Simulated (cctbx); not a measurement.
# Accept or mend?

Cell a = 7.5420 Å, b = 7.5420 Å, c = 3.8680 Å, α = 90.00°, β = 90.00°, γ = 120.00°; space group P-62m (no. 189). The compound is LaMoOs.

Simulated single-crystal data (cctbx): Cu Kα, λ = 1.54184 Å, to d = 0.8 Å, 70 % of the full sphere, strongest reflection 40000 counts, noise from counting, a 3 % proportional error and a noise floor of 15 counts (s.d.); no absorption, and some extinction, which the refinements don't model.

An anisotropic refinement with weights 1/σ² prints:

```text
Rint 0.028, 171 unique reflections to 0.80 A
cycle     R1     wR2    GooF  max shift (A)
   1  0.3199  0.6544  35.321   0.10713
   4  0.2735  0.5460  29.472   0.00012
final R1 0.2735 wR2 0.5460 GooF 29.472  parameters 8  data/parameter 21.4
atom        x        y        z      Ueq    occ   su(xyz)  su(Uiso or U11)
Os1    0.00000  0.00000  0.50000   0.0065  1.000  0.00000  0.0050
Os2    0.66667  0.33333  0.00000   0.0079  1.000  0.00000  0.0043
La1    0.39093  0.00000  0.50000   0.0237  1.000  0.00234  0.0054  NPD
difference map: max 50.79 min -29.80 rms 6.29
Q1    0.3333  0.6667  0.0000    2   51.35  0.00 A from Os2
Q2    0.0000  0.4033  0.5000    3   50.92  0.09 A from La1
Q3    0.0000  0.7420  0.0000    3   50.48  2.74 A from Os1
Q4    0.0000  0.0000  0.5000    1   48.69  0.00 A from Os1
Q5    0.0000  0.6804  0.5000    3   25.22  2.18 A from La1
Q6    0.0000  0.8465  0.0000    3   21.38  2.25 A from Os1
```

**Question.** Can this result stand? If not, what is the likely fault?

Mend it. The fault: an atom left out, Mo at (0.7392, 0, 0). Against the right model at the same level, R1 goes from 0.0098 to 0.2735 and GooF from 1.22 to 29.47, the top difference peak, 51.4 e/Å³, lies on Os2 and La1 goes non-positive-definite. Q3 is the missing atom. With scattering power missing, scale and phases suffer, so peaks may also grow on the heavy atoms.

The compound is LaMoOs. The right model at the same level gives:

```text
Rint 0.028, 171 unique reflections to 0.80 A
cycle     R1     wR2    GooF  max shift (A)
   1  0.0163  0.0385   2.104   0.00179
   2  0.0098  0.0223   1.220   0.00000
final R1 0.0098 wR2 0.0223 GooF 1.220  parameters 12  data/parameter 14.2
atom        x        y        z      Ueq    occ   su(xyz)  su(Uiso or U11)
Os1    0.00000  0.00000  0.50000   0.0160  1.000  0.00000  0.0002
Os2    0.66667  0.33333  0.00000   0.0165  1.000  0.00000  0.0002
La1    0.40692  0.00000  0.50000   0.0251  1.000  0.00009  0.0002
Mo1    0.73926  0.00000  0.00000   0.0258  1.000  0.00011  0.0003
Flack x: -0.001(8)
Hooft y: -0.000(7)  Bijvoet pairs: 68
difference map: max 0.53 min -1.09 rms 0.22
Q1    0.0000  0.5068  0.0000    3    0.54  1.75 A from Mo1
Q2    0.1432  0.2938  0.5000    6    0.52  1.68 A from La1
Q3    0.0750  0.5500  0.1500   12    0.42  1.65 A from La1
Q4    0.0000  0.7884  0.3154    6    0.40  1.28 A from Mo1
Q5    0.1391  0.4978  0.1569   12    0.39  1.51 A from Os2
Q6    0.2142  0.7490  0.2555   12    0.36  1.65 A from Os2
```

The model was made for the exercise: a known structure type with other elements put in, its volume estimated, not relaxed; displacement parameters are assumed.

[Middle refinement cycles are left out of these outputs.]

[Logs are printed without paths, hosts, clocks, repeated set-up lines and the standing remarks that a program may print on its own settings, such as how far it seeks lower states.]
